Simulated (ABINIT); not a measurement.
## SnPbSe3 (Pm-3m): zone-centre phonons

Which modes does SnPbSe3 (Pm-3m) have at the zone centre?

Calculated with ABINIT 10.8.3; DFT LDA, scalar-relativistic, plane waves, HGH norm-conserving pseudopotentials.

The structure was built from a prototype and need not be the compound's stable phase.

### 1. The structure

The structure is cubic, space group Pm-3m (No. 221). Conventional cell: a = 5.233 Å, b = 5.233 Å, c = 5.233 Å, α = 90.00°, β = 90.00°, γ = 90.00°. Nearest to Pb lie 12 Se at 3.70 Å. Nearest to Sn lie 6 Se at 2.62 Å. Nearest to Se lie 2 Sn at 2.62 Å. Farther neighbours and most contacts between anions are not listed.

### 2. A probe with smearing

A first run with smearing and empty bands tells whether the crystal has a gap, which decides between fixed occupations and smearing later on.

probe.abi

```
# ground state
tolvrs 1.0d-08
prtden 1
prtwf 1

# basis, mesh and filling
ecut 20.0
ixc 7
ngkpt 4 4 4
nshiftk 1
shiftk 0.0 0.0 0.0
istwfk *1
occopt 7
tsmear 0.005
nband 20
nstep 100
diemac 9.0
prtebands 0
prtgsr 0

# cell and atoms
acell 9.889314755 9.889314755 9.889314755
rprim 
    1.0 0.0 0.0
    0.0 1.0 0.0
    0.0 0.0 1.0
ntypat 3
znucl 82 50 34
natom 5
typat 1 2 3 3 3
xred 
    0.0 0.0 0.0
    0.5 0.5 0.5
    0.5 0.5 0.0
    0.5 0.0 0.5
    0.0 0.5 0.5
pp_dirpath "./pseudo"
pseudos "Pb.hgh, Sn.hgh, Se.hgh"
```

The run is started by

```sh
> OMP_NUM_THREADS=1 mpirun -n 4 abinit probe.abi > probe.log
```

Numbers of over 12 decimals in the logs are rounded to 6 here.

probe.abo, the main output file:

```text
[banners, grids, parts of the stress and lines that vanish by symmetry left out]
- input  file    -> probe.abi
- output file    -> probe.abo
- root for input  files -> probei
[...]
Symmetries : space group Pm -3 m (#221); Bravais cP (primitive cubic)
[...]
mpw =        4224          nfft =       64000          nkpt =          10
[...]
== DATASET  1 ==================================================================
[...]
cutoff_energies: {ecut:  20.0, pawecutdg:  -1.0, }
[...]
Exchange-correlation functional for the present dataset will be:
  LDA: Perdew-Wang 92 LSD fit to Ceperley-Alder data - ixc=7
[...]
ETOT  1  -35.608231486367    -3.561E+01 2.126E-02 2.692E+02
 ETOT  2  -35.685337986397    -7.711E-02 2.167E-03 2.034E+01
 ETOT  3  -35.694069405698    -8.731E-03 3.408E-03 2.706E+00
 ETOT  4  -35.694827860492    -7.585E-04 4.916E-04 1.158E-01
 ETOT  5  -35.694855147591    -2.729E-05 3.533E-04 1.176E-03
 ETOT  6  -35.694855322868    -1.753E-07 2.990E-04 1.604E-05
 ETOT  7  -35.694855326501    -3.633E-09 1.655E-04 5.523E-07
 ETOT  8  -35.694855326645    -1.441E-10 1.665E-04 2.791E-09
 At SCF step    8       vres2   =  2.79E-09 < tolvrs=  1.00E-08 =>converged.
[...]
sigma(1 1)=  1.05407268E-04  sigma(3 2)=  0.00000000E+00
  sigma(2 2)=  1.05407268E-04  sigma(3 1)=  0.00000000E+00
  sigma(3 3)=  1.05407268E-04  sigma(2 1)=  0.00000000E+00
[...]
convergence: {deltae: -1.441E-10, res2:  2.791E-09, residm:  1.665E-04, diffor: null, }
etotal    :  -3.56948553E+01
[...]
sigma(1 1)=  1.05407268E-04  sigma(3 2)=  0.00000000E+00
  sigma(2 2)=  1.05407268E-04  sigma(3 1)=  0.00000000E+00
  sigma(3 3)=  1.05407268E-04  sigma(2 1)=  0.00000000E+00
[...]
- sigma(1 1)=  3.10118889E+00  sigma(3 2)=  0.00000000E+00
- sigma(2 2)=  3.10118889E+00  sigma(3 1)=  0.00000000E+00
- sigma(3 3)=  3.10118889E+00  sigma(2 1)=  0.00000000E+00
[...]
fcart     -0.0000000000E+00 -0.0000000000E+00 -0.0000000000E+00
           strten      1.0540726807E-04  1.0540726807E-04  1.0540726807E-04
================================================================================

[key lines of the parts left out:]
pressure_GPa:  -3.1012E+00
```

Wall time 8 s (4 MPI ranks of Arm Neoverse V1, shared host).

Numbers from this step:

- volume per atom: 28.66 Å³
- pressure: -3.101 GPa
- gap on the k-mesh: 0 eV

No gap opens on this mesh, so smearing is kept; the printed pressure holds the stress of the finite basis too.

### 3. Rough relaxation

The typed start is rough, so a first relaxation with smearing and loose thresholds takes it towards rest cheaply.

prerelax.abi

```
# relaxation
ionmov 2
optcell 2
dilatmx 1.15
chkdilatmx 0
ntime 40
tolmxf 3.0d-04
tolvrs 1.0d-10
prtwf 0
prtden 0
chksymtnons 0

# basis, mesh and filling
ecut 21.0
ecutsm 3.0
ixc 7
ngkpt 4 4 4
nshiftk 1
shiftk 0.0 0.0 0.0
istwfk *1
occopt 7
tsmear 0.005
nband 20
nstep 100
diemac 1000000.0
prtebands 0
prtgsr 0

# cell and atoms
acell 9.889314755 9.889314755 9.889314755
rprim 
    1.0 0.0 0.0
    0.0 1.0 0.0
    0.0 0.0 1.0
ntypat 3
znucl 82 50 34
natom 5
typat 1 2 3 3 3
xred 
    0.0 0.0 0.0
    0.5 0.5 0.5
    0.5 0.5 0.0
    0.5 0.0 0.5
    0.0 0.5 0.5
pp_dirpath "./pseudo"
pseudos "Pb.hgh, Sn.hgh, Se.hgh"
```

The run is started by

```sh
> OMP_NUM_THREADS=1 mpirun -n 4 abinit prerelax.abi > prerelax.log
```

prerelax.abo, the main output file:

```text
[banners, grids, parts of the stress and lines that vanish by symmetry left out]
- input  file    -> prerelax.abi
- output file    -> prerelax.abo
- root for input  files -> prerelaxi
[...]
Symmetries : space group Pm -3 m (#221); Bravais cP (primitive cubic)
[...]
mpw =        6816          nfft =      110592          nkpt =          10
[...]
== DATASET  1 ==================================================================
[...]
cutoff_energies: {ecut:  21.0, pawecutdg:  -1.0, }
[...]
Exchange-correlation functional for the present dataset will be:
  LDA: Perdew-Wang 92 LSD fit to Ceperley-Alder data - ixc=7
[...]
ETOT  1  -35.607532527064    -3.561E+01 2.028E-02 4.594E+02
 ETOT  2  -35.688446979308    -8.091E-02 1.396E-02 3.126E+01
 ETOT  3  -35.693310628335    -4.864E-03 1.443E-03 5.181E+00
 ETOT  4  -35.693945663772    -6.350E-04 7.020E-04 1.784E-01
[...]
ETOT  7  -35.695697659191     3.908E-13 1.035E-07 5.680E-11
 At SCF step    7       vres2   =  5.68E-11 < tolvrs=  1.00E-10 =>converged.
[...]
sigma(1 1)=  2.93475617E-07  sigma(3 2)=  0.00000000E+00
  sigma(2 2)=  2.93475617E-07  sigma(3 1)=  0.00000000E+00
  sigma(3 3)=  2.93475617E-07  sigma(2 1)=  0.00000000E+00
[...]
convergence: {deltae:  3.908E-13, res2:  5.680E-11, residm:  1.035E-07, diffor: null, }
etotal    :  -3.56956977E+01
[...]
At Broyd/MD step   4, gradients are converged :
[...]
sigma(1 1)=  2.93475617E-07  sigma(3 2)=  0.00000000E+00
  sigma(2 2)=  2.93475617E-07  sigma(3 1)=  0.00000000E+00
  sigma(3 3)=  2.93475617E-07  sigma(2 1)=  0.00000000E+00
[...]
- sigma(1 1)=  8.63435075E-03  sigma(3 2)=  0.00000000E+00
- sigma(2 2)=  8.63435075E-03  sigma(3 1)=  0.00000000E+00
- sigma(3 3)=  8.63435075E-03  sigma(2 1)=  0.00000000E+00
[...]
fcart     -0.0000000000E+00 -0.0000000000E+00 -0.0000000000E+00
           strten      2.9347561697E-07  2.9347561697E-07  2.9347561696E-07
================================================================================

[key lines of the parts left out:]
pressure_GPa:  -8.6344E-03
Total energy (etotal) [Ha]= -3.56956976591906E+01
```

Elapsed: 47 s, on 4 MPI ranks; 3.1 min of CPU time.

Relaxation path:

| step | energy less that of the first step (eV) | largest force (eV/Å) | volume (Å³) |
| --- | --- | --- | --- |
| 1 | 0.0000 | 0.0000 | 143.32 |
| 2 | -0.0125 | 0.0000 | 142.35 |
| 3 | -0.0467 | 0.0000 | 136.44 |
| 4 | -0.0469 | 0.0000 | 136.85 |

| conventional cell, symmetrised | before | after | change |
| --- | --- | --- | --- |
| a (Å) | 5.233 | 5.153 | -1.5 % |
| b (Å) | 5.233 | 5.153 | -1.5 % |
| c (Å) | 5.233 | 5.153 | -1.5 % |
| volume (Å³/atom) | 28.66 | 27.37 | -4.5 % |

Numbers from this step:

| Quantity | Value |
| --- | --- |
| volume per atom | 27.37 Å³ |
| pressure | -0.008634 GPa |

The volume changes by -4.5 % in this run and stands -4.5 % from the first cell.

### 4. Relaxing the cell and atoms

The harmonic expansion needs vanishing forces, and a free crystal bears no stress, so cell and atoms are brought to rest. Stress is more sensitive to the basis than forces are: the last 3 Ha under the cutoff are smoothed with ecutsm, and the cutoff is raised above that of the later runs.

relax.abi

```
# relaxation
ionmov 2
optcell 2
dilatmx 1.08
ntime 40
tolmxf 1.0d-05
tolvrs 1.0d-14
prtwf 0
prtden 0
chksymtnons 0

# basis, mesh and filling
ecut 26.0
ecutsm 3.0
ixc 7
ngkpt 4 4 4
nshiftk 1
shiftk 0.0 0.0 0.0
istwfk *1
occopt 6
tsmear 0.01
nband 20
nstep 100
diemac 1000000.0
prtebands 0
prtgsr 0

# cell and atoms
acell 9.738270213 9.738270213 9.738270213
rprim 
    1.0 0.0 0.0
    0.0 1.0 0.0
    0.0 0.0 1.0
ntypat 3
znucl 82 50 34
natom 5
typat 1 2 3 3 3
xred 
    0.0 0.0 0.0
    0.5 0.5 0.5
    0.5 0.5 0.0
    0.5 0.0 0.5
    0.0 0.5 0.5
pp_dirpath "./pseudo"
pseudos "Pb.hgh, Sn.hgh, Se.hgh"
```

The run is started by

```sh
> OMP_NUM_THREADS=1 mpirun -n 4 abinit relax.abi > relax.log
```

relax.abo, the main output file:

```text
[banners, grids, parts of the stress and lines that vanish by symmetry left out]
- input  file    -> relax.abi
- output file    -> relax.abo
- root for input  files -> relaxi
[...]
Symmetries : space group Pm -3 m (#221); Bravais cP (primitive cubic)
[...]
mpw =        7400          nfft =      125000          nkpt =          10
[...]
== DATASET  1 ==================================================================
[...]
cutoff_energies: {ecut:  26.0, pawecutdg:  -1.0, }
[...]
Exchange-correlation functional for the present dataset will be:
  LDA: Perdew-Wang 92 LSD fit to Ceperley-Alder data - ixc=7
[...]
ETOT  1  -35.617436746439    -3.562E+01 1.730E-02 5.105E+02
 ETOT  2  -35.697234196440    -7.980E-02 2.541E-03 3.132E+01
 ETOT  3  -35.701576440069    -4.342E-03 9.814E-04 4.941E+00
 ETOT  4  -35.702139131278    -5.627E-04 2.943E-04 1.655E-01
 ETOT  5  -35.702163419343    -2.429E-05 5.566E-05 5.906E-03
[...]
At SCF step   12       vres2   =  4.41E-17 < tolvrs=  1.00E-14 =>converged.
[...]
sigma(1 1)=  2.50875147E-06  sigma(3 2)=  0.00000000E+00
  sigma(2 2)=  2.50875147E-06  sigma(3 1)=  0.00000000E+00
  sigma(3 3)=  2.50875147E-06  sigma(2 1)=  0.00000000E+00
[...]
convergence: {deltae:  1.776E-13, res2:  4.406E-17, residm:  1.953E-04, diffor: null, }
etotal    :  -3.57021640E+01
[...]
ETOT  1  -35.702164043686    -3.570E+01 2.258E-04 3.877E-03
[...]
At SCF step    8       vres2   =  3.14E-15 < tolvrs=  1.00E-14 =>converged.
[...]
sigma(1 1)=  2.10514697E-06  sigma(3 2)=  0.00000000E+00
  sigma(2 2)=  2.10514697E-06  sigma(3 1)=  0.00000000E+00
  sigma(3 3)=  2.10514697E-06  sigma(2 1)=  0.00000000E+00
[...]
convergence: {deltae:  4.832E-13, res2:  3.139E-15, residm:  9.079E-06, diffor: null, }
etotal    :  -3.57021645E+01
[...]
ETOT  1  -35.702153625568    -3.570E+01 3.462E-05 1.044E-01
[...]
ETOT  8  -35.702165631706     1.840E-12 7.183E-07 6.930E-14
 ETOT  9  -35.702165631707    -9.663E-13 1.403E-06 1.864E-15
 At SCF step    9       vres2   =  1.86E-15 < tolvrs=  1.00E-14 =>converged.
[...]
sigma(1 1)= -6.04586659E-09  sigma(3 2)=  0.00000000E+00
  sigma(2 2)= -6.04586659E-09  sigma(3 1)=  0.00000000E+00
  sigma(3 3)= -6.04586659E-09  sigma(2 1)=  0.00000000E+00
[...]
convergence: {deltae: -9.663E-13, res2:  1.864E-15, residm:  1.403E-06, diffor: null, }
etotal    :  -3.57021656E+01
[...]
At Broyd/MD step   3, gradients are converged :
[...]
sigma(1 1)= -6.04586659E-09  sigma(3 2)=  0.00000000E+00
  sigma(2 2)= -6.04586659E-09  sigma(3 1)=  0.00000000E+00
  sigma(3 3)= -6.04586659E-09  sigma(2 1)=  0.00000000E+00
[...]
- sigma(1 1)= -1.77875536E-04  sigma(3 2)=  0.00000000E+00
- sigma(2 2)= -1.77875536E-04  sigma(3 1)=  0.00000000E+00
- sigma(3 3)= -1.77875536E-04  sigma(2 1)=  0.00000000E+00
[...]
fcart     -0.0000000000E+00 -0.0000000000E+00 -0.0000000000E+00
           strten     -6.0458665917E-09 -6.0458665886E-09 -6.0458665877E-09
================================================================================

[key lines of the parts left out:]
pressure_GPa:   1.7788E-04
Total energy (etotal) [Ha]= -3.57021656317066E+01
```

It took 48 s on 4 MPI ranks; 3.2 min of CPU time.

Little changed from the start: no atom moved by 0.005 Å and no cell edge by 0.1 %.

Numbers from this step:

* volume per atom: 27.33 Å³
* pressure: 1.78e-4 GPa

The volume changes by -0.1 % in this run and stands -4.6 % from the first cell.

### 5. Self-consistent run for the response

First-order wavefunctions inherit every error of the ground state, hence the very tight tolvrs. Smearing stays on, as the first look found no gap above 0.3 eV.

gs.abi

```
# ground state
tolvrs 1.0d-16
prtden 1
prtwf 1

# basis, mesh and filling
ecut 20.0
ixc 7
ngkpt 4 4 4
nshiftk 1
shiftk 0.0 0.0 0.0
istwfk *1
occopt 6
tsmear 0.01
nband 20
nstep 100
diemac 1000000.0
prtebands 0
prtgsr 0

# cell and atoms
acell 9.733719796 9.733719796 9.733719796
rprim 
    1.0 0.0 0.0
    0.0 1.0 0.0
    0.0 0.0 1.0
ntypat 3
znucl 82 50 34
natom 5
typat 1 2 3 3 3
xred 
    0.0 0.0 0.0
    0.5 0.5 0.5
    0.5 0.5 0.0
    0.5 0.0 0.5
    0.0 0.5 0.5
pp_dirpath "./pseudo"
pseudos "Pb.hgh, Sn.hgh, Se.hgh"
```

The run is started by

```sh
> OMP_NUM_THREADS=1 mpirun -n 4 abinit gs.abi > gs.log
```

gs.abo, the main output file:

```text
[banners, grids, parts of the stress and lines that vanish by symmetry left out]
- input  file    -> gs.abi
- output file    -> gs.abo
- root for input  files -> gsi
[...]
Symmetries : space group Pm -3 m (#221); Bravais cP (primitive cubic)
[...]
mpw =        3952          nfft =       64000          nkpt =          10
[...]
== DATASET  1 ==================================================================
[...]
cutoff_energies: {ecut:  20.0, pawecutdg:  -1.0, }
[...]
Exchange-correlation functional for the present dataset will be:
  LDA: Perdew-Wang 92 LSD fit to Ceperley-Alder data - ixc=7
[...]
ETOT  1  -35.614286277730    -3.561E+01 2.256E-02 2.569E+02
 ETOT  2  -35.691119163997    -7.683E-02 1.196E-03 1.575E+01
 ETOT  3  -35.695325791470    -4.207E-03 8.282E-04 2.466E+00
 ETOT  4  -35.695873726172    -5.479E-04 8.732E-04 8.543E-02
 ETOT  5  -35.695898181844    -2.446E-05 2.021E-04 3.032E-03
[...]
ETOT 11  -35.695898775139    -2.771E-13 1.724E-05 1.127E-14
 ETOT 12  -35.695898775138     6.892E-13 1.162E-05 2.145E-17
 At SCF step   12       vres2   =  2.14E-17 < tolvrs=  1.00E-16 =>converged.
[...]
sigma(1 1)=  3.11143819E-05  sigma(3 2)=  0.00000000E+00
  sigma(2 2)=  3.11143819E-05  sigma(3 1)=  0.00000000E+00
  sigma(3 3)=  3.11143819E-05  sigma(2 1)=  0.00000000E+00
[...]
convergence: {deltae:  6.892E-13, res2:  2.145E-17, residm:  1.162E-05, diffor: null, }
etotal    :  -3.56958988E+01
[...]
sigma(1 1)=  3.11143819E-05  sigma(3 2)=  0.00000000E+00
  sigma(2 2)=  3.11143819E-05  sigma(3 1)=  0.00000000E+00
  sigma(3 3)=  3.11143819E-05  sigma(2 1)=  0.00000000E+00
[...]
- sigma(1 1)=  9.15416719E-01  sigma(3 2)=  0.00000000E+00
- sigma(2 2)=  9.15416719E-01  sigma(3 1)=  0.00000000E+00
- sigma(3 3)=  9.15416719E-01  sigma(2 1)=  0.00000000E+00
[...]
fcart     -0.0000000000E+00 -0.0000000000E+00 -0.0000000000E+00
           strten      3.1114381874E-05  3.1114381874E-05  3.1114381874E-05
================================================================================

[key lines of the parts left out:]
pressure_GPa:  -9.1542E-01
```

Wall time 10 s (4 MPI ranks); 42 s of CPU time.

Read from the output:

| Property | Result |
| --- | --- |
| pressure | -0.9154 GPa |

The cell stands at -0.92 GPa: the relaxation ran with a smoothed and higher cutoff, and the difference is a stress of the finite basis.

(Part 1 of 4 ends here.)

[Host names and launcher messages were left out of these logs when they were recorded.]

[Logs are printed without paths, hosts, clocks, repeated set-up lines and the standing remarks that a program may print on its own settings, such as how far it seeks lower states.]

[Hosts, paths, dates, database ids (printed as entryN), source tags and the programs' standing remarks are cut or masked in the printed files.]
